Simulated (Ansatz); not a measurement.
# GaAs (F-43m): thermal expansion from first principles, part 2 of 4

Wanted: α(T), C_P(T) and B(T) of GaAs in the quasi-harmonic approximation.

What experiment has found for this phase:
- volume expansion coefficient 16.2 1e-6/K, heat capacity C_P per formula unit 46.8 J/mol/K and bulk modulus 74.8 GPa near room temperature (given in “High-Throughput Prediction of Finite-Temperature Properties using the Quasi-Harmonic Approximation”, 2016, arXiv:1603.06924)

Ansatz 0.2.0; DFT LDA, scalar-relativistic, plane waves, PAW (the session's first sound run).

So far. Step 2 (Probe on a coarse mesh): The start is under -1.9 GPa at this level and looks like an insulator or semiconductor on this mesh. Step 4 (Tight relaxation): The residual pressure is 0.0036 GPa, small enough for phonons.

## 5. Phonons on strained cells, q-mesh 2×2×2

Thermal expansion follows from how the free energy of the vibrations (and of the electrons in a metal) changes with strain, so the program makes strained cells, their phonons and a fit in one run.

The input, input.yaml:

```yaml
crystal:
  lattice:
    - [0.0, 2.8015748695, 2.8015748695]
    - [2.8015748695, 0.0, 2.8015748695]
    - [2.8015748695, 2.8015748695, 0.0]
  atoms:
    - { symbol: Ga, position: [0.0, 0.0, 0.0] }
    - { symbol: As, position: [0.25, 0.25, 0.25] }
kpoints:
  mp_grid: { grid: [12, 12, 12] }
hamiltonian:
  xc: lda
scf:
  occupations: { method: fixed }
  lower_state_search: "off"
output:
  eigenvalues: true
phonons:
  method: dfpt
  qmesh: [2, 2, 2]
  temperatures: { t_max: 800.0, t_step: 50 }
  thermal_expansion: {}
```

Started as:

```sh
ansatz run input.yaml --threads 8 --pin off --max-ram 16384MiB --backend cpu --events-out ev --progress --plain --runs-dir out
```

Numbers of over 12 decimals in the logs are rounded to 6 here.

Output:

```text
Warning: phonons: the dynamical matrix that this run interpolates holds no multipole term above the dipole-dipole one, and a site of this crystal is no centre of inversion, so its interpolated transverse optical and acoustic branches and sound speeds can stay off near Gamma, and the density of states and the thermodynamics with them. What a run solves at a wave vector of phonons.qpoints, Gamma apart, where the deck admits one, is free of this, and under fd what a larger phonons.supercell samples
[...]
Crystal: 2 atoms, lattice volume = 43.978 Å³
Basis set: ecut = 487.2 eV, 1067 PW (Γ), exchange–correlation on 60×60×60 points (8 copies of the dense FFT grid, shifted against one another)
Bands: 18, of which v1, the nominal top of the filled ones, is band 14 counted from 1 (13 counted from 0)
Symmetry: 24 space group operations
[...]
k-points: 72 of 1728 (time reversal used)
[...]
SCF iter   1: F=—  HF=-8481.302177 eV  |F-HF|=—  |Δ(HF+E_count)|=         —  Δρ=5.15e-3  dr2=7.67e-3  ethr=1.77e-3  ⟨swp⟩=4.8  Hψ=5404  notcnv=0  defer=130
[...]
SCF iter   8: F=-8481.298850 eV  HF=-8481.298850 eV  |F-HF|=1.82e-11  |Δ(HF+E_count)|=  1.46e-11  Δρ=1.97e-7  dr2=9.08e-12  ethr=1.00e-12  ⟨swp⟩=5.4  Hψ=7654  notcnv=0
SCF 1 converged in 8 iterations: F = -8481.298850 eV  dr2 = 9.08e-12
[...]
relax step   1: F+E_penalty+E_count = -8481.29885028 eV  Δ(F+E_penalty+E_count) = +0.000e0 eV  max|allowed force component| = 9.252e-17 eV/Å  Δτ_max = 0.0000 Å  (8 SCF iters, accepted)
SCF converged after 8 iterations
Free energy (F): -8481.298850 eV
[...]
Internal energy: -8481.298850 eV  (E = F + TS)
E sigma→0 (E₀):  -8481.298850 eV
Fermi energy:    8.239243 eV
[...]
--- Stress (GPa, compression-positive) ---
        0.002186       0.000000      -0.000000
       -0.000000       0.002186       0.000000
       -0.000000       0.000000       0.002186
  P = ⅓ Tr σ = 0.0022 GPa (0.022 kbar)
--- Band table (eV; the first three rows and the last of 72) ---
  k-point 0: bands = [... 10 lower, -4.7393, 8.2392, 8.2392, 8.2392, 8.7266, 11.9348, 11.9348, 11.9348]
  k-point 1: bands = [... 10 lower, -4.6543, 6.9862, 8.1200, 8.1200, 9.5855, 12.0886, 12.1099, 12.1099]
  k-point 2: bands = [... 10 lower, -4.4068, 5.4507, 7.8412, 7.8412, 9.8353, 12.4991, 12.4991, 12.8995]
  k-point 71: bands = [... 10 lower, -2.0650, 1.4380, 4.5563, 4.7471, 12.8927, 12.9013, 13.6279, 14.2081]
── thermal expansion: 3 new cells, 3 in all ──
thermal expansion: relaxation of cell 2
thermal expansion: relaxation of cell 3
── thermal expansion: 2 new cells, 5 in all ──
thermal expansion: relaxation of cell 4
thermal expansion: electrons of cell 4
thermal expansion: phonons of cell 4
thermal expansion: relaxation of cell 5
thermal expansion: electrons of cell 1
thermal expansion: electrons of cell 2
thermal expansion: electrons of cell 3
thermal expansion: electrons of cell 5
thermal expansion: phonons of cell 5
── thermal expansion: 5 new cells, 10 in all ──
thermal expansion: relaxation of cell 6
thermal expansion: relaxation of cell 7
thermal expansion: relaxation of cell 8
thermal expansion: relaxation of cell 9
thermal expansion: relaxation of cell 10
thermal expansion: electrons of cell 6
thermal expansion: electrons of cell 7
thermal expansion: electrons of cell 8
thermal expansion: electrons of cell 9
thermal expansion: electrons of cell 10
thermal expansion: phonons of cell 6
thermal expansion: phonons of cell 7
WARN: thermal expansion: narrow_supercell: the supercell is narrow for a crystal that has a band gap and may be polar, so the expansion can be far off: type phonons.supercell or phonons.qmesh [3, 3, 3] or more in a new run
--- Relaxed structure (1 steps of the walk, 1 accepted, 0 SCFs on fresh bases) ---
  F+E_penalty+E_count = -8481.29885028 eV   max|allowed force component| = 9.252e-17 eV/Å
  atoms:
    - { symbol: Ga, position: [0.0, 0.0, 0.0] }
    - { symbol: As, position: [0.25, 0.25, 0.25] }
--- Thermal expansion: 10 cells in 3 rounds, 0 GPa ---
  no lower state was looked for at cell 4: scf.lower_state_search: off
  without vibrations: a 3.96206, b 3.96206, c 3.96206 Å, V 43.9794 Å³, B 74.25 GPa
  at 0 K: a 3.96678, b 3.96678, c 3.96678 Å, V 44.1366 Å³, B 73.29 GPa
  zero-point expansion: a +0.119, b +0.119, c +0.119, V +0.357 %
      T/K        a/Å        b/Å        c/Å       V/Å³ | expansion of a, b, c, V (1e-6/K)   | that of V in the mean from 25 °C | C_P, C_V (J/mol K of the cell) | B_T, B_S (GPa)
     0.00    3.96678    3.96678    3.96678    44.1366 |    0.00    0.00    0.00    0.00 |    6.69 |     0.000     0.000 |    73.29    73.29
   100.00    3.96663    3.96663    3.96663    44.1315 |    1.08    1.08    1.08    3.23 |   10.64 |    29.127    29.124 |    72.91    72.91
   200.00    3.96771    3.96771    3.96771    44.1677 |    3.85    3.85    3.85   11.56 |   13.14 |    42.533    42.481 |    71.99    72.08
   298.15    3.96942    3.96942    3.96942    44.2247 |    4.78    4.78    4.78   14.33 |       - |    46.412    46.296 |    71.00    71.18
   350.00    3.97043    3.97043    3.97043    44.2586 |    5.04    5.04    5.04   15.13 |   14.76 |    47.389    47.238 |    70.47    70.69
   450.00    3.97251    3.97251    3.97251    44.3281 |    5.39    5.39    5.39   16.17 |   15.39 |    48.477    48.259 |    69.44    69.75
   550.00    3.97470    3.97470    3.97470    44.4015 |    5.64    5.64    5.64   16.91 |   15.87 |    49.079    48.791 |    68.41    68.81
   650.00    3.97698    3.97698    3.97698    44.4781 |    5.84    5.84    5.84   17.52 |   16.28 |    49.463    49.103 |    67.38    67.87
   750.00    3.97934    3.97934    3.97934    44.5573 |    6.02    6.02    6.02   18.07 |   16.64 |    49.738    49.302 |    66.36    66.94
   800.00    3.98055    3.98055    3.98055    44.5978 |    6.11    6.11    6.11   18.33 |   16.81 |    49.852    49.377 |    65.85    66.48
  the static fit leaves 0.000 meV an atom of the energies and, of the stresses, 0.000 GPa of each cell's largest along a strain (root mean squares over the cells), whose Pulay part it has at -0.012 GPa
  vibrations' free energy: its fit passes through its cells
  the electrons' free energy at temperature is in it; its fit leaves 0.0001 meV an atom at the most
  free energies summed between the sampled wave vectors
  estimated error of the fitted expansion in any direction: up to 0.025e-6/K, at 800 K, with few degrees of freedom (an estimate, not a bound: it was exceeded on models of known expansion)
  by sums over the sampled wave vectors an expansion of the volume parts by up to 4.66e-6/K
  by a static energy of one degree less an expansion of the volume parts by up to 0.01e-6/K
  band gaps on the cells' k-points are 0.250 to 0.715 eV
  narrow_supercell: the supercell is narrow for a crystal that has a band gap and may be polar, so the expansion can be far off: type phonons.supercell or phonons.qmesh [3, 3, 3] or more in a new run
```

The job ended after 4.7 min (8 threads of Arm Neoverse V1, shared host; peak memory 1.6 GiB).

This step gave:

```yaml
pressure: 0.002186 GPa
gap_on_the_k_mesh: 0.4873 eV
volume_expansion_coefficient_at_298_k: 14.34 1e-6/K
c_p_at_298_k: 23.21 J/mol-atom/K
entropy_at_298_k: 33.04 J/mol-atom/K
isothermal_bulk_modulus_at_298_k: 71.00 GPa
grueneisen_parameter_at_298_k: 0.5855
volume_at_298_k: 22.11 Å³/atom
principal_linear_expansion_coefficients_at_298_k: 4.778, 4.778, 4.778 1e-6/K
```

Strained cells of the study; zero-point energy where phonons were solved; the pressures are stresses at a fixed cutoff and can carry an offset from the finite basis. Expansion cells, by row:

```
cell  |a| (Å)  |b| (Å)  |c| (Å)  V (Å³/atom)  E - E_lowest (meV/atom)  pressure, compression positive (GPa)  gap (eV)  zero-point energy (meV/atom)
   1    3.962    3.962    3.962        21.99                        0                                 -0.01    0.4873                             -
   2    3.994    3.994    3.994        22.52                    2.844                                -1.689    0.3076                             -
   3    3.931    3.931    3.931        21.47                    2.981                                 1.866    0.6702                             -
   4    3.962    3.962    3.962           22                        0                                -0.031    0.4852                         33.85
   5    3.982    3.982    3.982        22.33                    1.165                                -1.102    0.3723                          33.3
   6    3.972    3.972    3.972        22.15                    0.265                                 -0.54    0.4324                         33.59
   7     3.99     3.99     3.99        22.46                    2.247                                 -1.51    0.3275                         33.09
   8    3.923    3.923    3.923        21.35                    4.605                                 2.348    0.7145                             -
   9    3.943    3.943    3.943        21.67                    1.117                                 1.118    0.5993                             -
  10    4.004    4.004    4.004         22.7                    4.969                                -2.196    0.2496                             -
```

Quasi-harmonic; a, b, c are the run's own cell vectors. Expansion, by row:

```
T (K)  a (Å)  b (Å)  c (Å)  alpha (deg)  beta (deg)  gamma (deg)  cell volume (Å³/cell)  alpha_a (1e-6/K)  alpha_b (1e-6/K)  alpha_c (1e-6/K)  alpha_V (1e-6/K)  C_P (J/mol-atom/K)  C_V (J/mol-atom/K)  S (J/mol-atom/K)  B_T (GPa)  B_S (GPa)  Grueneisen  extrapolation  fit error (1e-6/K)
    0  3.967  3.967  3.967           60          60           60                  44.14                 0                 0                 0                 0                   0                   0                 0      73.29      73.29           -              0                   0
   50  3.967  3.967  3.967           60          60           60                  44.13             -1.11             -1.11             -1.11             -3.32               6.954               6.954             4.174      73.21      73.22      -0.465              0                   0
  100  3.967  3.967  3.967           60          60           60                  44.13              1.08              1.08              1.08              3.23               14.56               14.56             11.46      72.91      72.91       0.215              0                   0
  150  3.967  3.967  3.967           60          60           60                  44.15              2.87              2.87              2.87               8.6               19.01                  19             18.31      72.47      72.51       0.436              0                   0
  200  3.968  3.968  3.968           60          60           60                  44.17              3.85              3.85              3.85             11.56               21.27               21.24             24.12      71.99      72.08       0.521              0                0.01
  250  3.969  3.969  3.969           60          60           60                   44.2              4.42              4.42              4.42             13.27                22.5               22.45             29.01      71.49      71.62       0.562              0                0.01
298.1  3.969  3.969  3.969           60          60           60                  44.22              4.78              4.78              4.78             14.33               23.21               23.15             33.04         71      71.18       0.586              0                0.01
  300  3.969  3.969  3.969           60          60           60                  44.23              4.79              4.79              4.79             14.37               23.23               23.17             33.18      70.98      71.16       0.586              0                0.01
  350   3.97   3.97   3.97           60          60           60                  44.26              5.04              5.04              5.04             15.13               23.69               23.62              36.8      70.47      70.69       0.602              0                0.02
  400  3.971  3.971  3.971           60          60           60                  44.29              5.24              5.24              5.24             15.71               24.01               23.92             39.99      69.95      70.22       0.613              0                0.02
  450  3.973  3.973  3.973           60          60           60                  44.33              5.39              5.39              5.39             16.17               24.24               24.13             42.83      69.44      69.75       0.621              0                0.02
  500  3.974  3.974  3.974           60          60           60                  44.36              5.52              5.52              5.52             16.56               24.41               24.28             45.39      68.92      69.28       0.628              0                0.02
  550  3.975  3.975  3.975           60          60           60                   44.4              5.64              5.64              5.64             16.91               24.54                24.4             47.73      68.41      68.81       0.634              0                0.02
  600  3.976  3.976  3.976           60          60           60                  44.44              5.74              5.74              5.74             17.22               24.64               24.48             49.87      67.89      68.34       0.639              0                0.01
  650  3.977  3.977  3.977           60          60           60                  44.48              5.84              5.84              5.84             17.52               24.73               24.55             51.84      67.38      67.87       0.644              0                0.01
  700  3.978  3.978  3.978           60          60           60                  44.52              5.93              5.93              5.93              17.8                24.8               24.61             53.68      66.87      67.41       0.648              0                0.01
  750  3.979  3.979  3.979           60          60           60                  44.56              6.02              6.02              6.02             18.07               24.87               24.65             55.39      66.36      66.94       0.653              0                0.02
  800  3.981  3.981  3.981           60          60           60                   44.6              6.11              6.11              6.11             18.33               24.93               24.69                57      65.85      66.48       0.657              0                0.03
```

Table of expansion coefficient by temperature; values in 1e-6/K:

```
temperature (K)  volume  principal 1
              0       0            0
             50   -3.32        -1.11
            100    3.23         1.08
            150     8.6         2.87
            200    11.6         3.85
            250    13.3         4.42
            298    14.3         4.78
            300    14.4         4.79
            350    15.1         5.04
            400    15.7         5.24
            450    16.2         5.39
            500    16.6         5.52
            550    16.9         5.64
            600    17.2         5.74
            650    17.5         5.84
            700    17.8         5.93
            750    18.1         6.02
            800    18.3         6.11
```

At 298 K the volume expansion is 14.3 × 10⁻⁶/K and B_T is 71.0 GPa. The log warns that this q-mesh is too narrow, so the figure can be far off. The program raised the cutoff to 487.2 eV by itself: with no cutoff typed, the study takes about 1.16 times the default for its relaxations and scales it with the volume for the phonons.

(Part 2 of 4 ends here.)

[Logs are printed without paths, hosts, clocks, repeated set-up lines and the standing remarks that a program may print on its own settings, such as how far it seeks lower states.]

[Hosts, paths, dates, database ids (printed as entryN), source tags and the programs' standing remarks are cut or masked in the printed files.]

[A step with changed settings may run another functional than the one named; its input shows which.]
